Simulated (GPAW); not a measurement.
Consider KCaF3 (Pm-3m).

```xyz
5
Lattice="4.4817 0.0000 0.0000 0.0000 4.4817 0.0000 0.0000 0.0000 4.4817" Properties=species:S:1:pos:R:3 pbc="T T T"
Ca    0.0000    0.0000    0.0000
K     2.2409    2.2409    2.2409
F     2.2409    0.0000    0.0000
F     0.0000    0.0000    2.2409
F     0.0000    2.2409    0.0000
```

Absorber: atom 2, with 12 F at 3.17 Å (cuboctahedral, site symmetry m-3m). Method: GPAW, LDA, full core hole (charged cell), 10-atom cell with 6.3 Å between holes, 5×5×5 k points, dipole transitions, Gaussian full width 0.9 eV up to 4 eV, rising linearly to 3.5 eV at 25 eV.

**Question.** Where do the maxima of the K K edge fall?

Main maxima up to 30 eV above the zero (height): 4.2 eV (3.63), 8.6 eV (2.12), 18.2 eV (1.20) and 26.7 eV (1.76). A K edge sees empty p states on the absorber. The total-energy difference plus the lowest empty eigenvalue puts the zero at 3612.66 eV. One term is added: -19.73 eV, since the hole is spin-paired here and a spin-polarised one costs that much less in the free atom (computed apart). The photon energy is then 3592.93 eV. The tabulated edge of the element is 3608.4 eV. The functional and the charged cell's background leave an error in such absolute values: in the free atom LDA prices this hole 11.1 eV below PBE (computed apart), and PBE is itself good to a few eV.

The K K spectrum (energy from the lowest empty level; intensity scaled to a mean of 1 over the first 20 eV):

| E (eV) | intensity |
| --- | --- |
| -2.0 | 0.00 |
| -1.0 | 0.00 |
| 0.0 | 0.01 |
| 1.0 | 0.12 |
| 2.0 | 0.09 |
| 3.0 | 1.21 |
| 4.0 | 3.41 |
| 5.0 | 1.31 |
| 6.0 | 0.44 |
| 7.0 | 1.35 |
| 8.0 | 2.07 |
| 9.0 | 2.04 |
| 10.0 | 0.99 |
| 11.0 | 0.38 |
| 12.0 | 0.38 |
| 13.0 | 0.40 |
| 14.0 | 0.45 |
| 15.0 | 0.61 |
| 16.0 | 0.83 |
| 17.0 | 1.06 |
| 18.0 | 1.19 |
| 19.0 | 1.14 |
| 20.0 | 1.02 |
| 21.0 | 0.90 |
| 22.0 | 0.83 |
| 23.0 | 0.91 |
| 24.0 | 1.13 |
| 25.0 | 1.42 |
| 26.0 | 1.68 |
| 27.0 | 1.75 |
| 28.0 | 1.54 |
| 29.0 | 1.24 |
| 30.0 | 1.02 |
| 31.0 | 0.89 |
| 32.0 | 0.79 |

The holes are only 6.3 Å apart, so the shape is probably not converged with cell size; no larger cell was run here. The mesh is coarse (0.28 Å⁻¹ between points), so small maxima may be mesh ripples. Lifetime broadening is put in by hand, and intensities beyond about 20 eV depend on it and on the partial waves. The structure is a computed Materials Project entry and may be a hypothetical form.

[Banner, clock and machine lines of the logs are left out without a mark of their own.]

[Logs are printed without paths, hosts, clocks, repeated set-up lines and the standing remarks that a program may print on its own settings, such as how far it seeks lower states.]

[Hosts, paths, dates, database ids (printed as entryN), source tags and the programs' standing remarks are cut or masked in the printed files.]

[Lists of maxima count a maximum above −3 eV only where it reaches 4 % of the highest in the window and stands out from its surroundings by 2 % of it (1.5 % where it reaches 55 %); shoulders and weaker maxima are passed over, and of the rest the first, up to two pre-edge ones and the few strongest are named.]
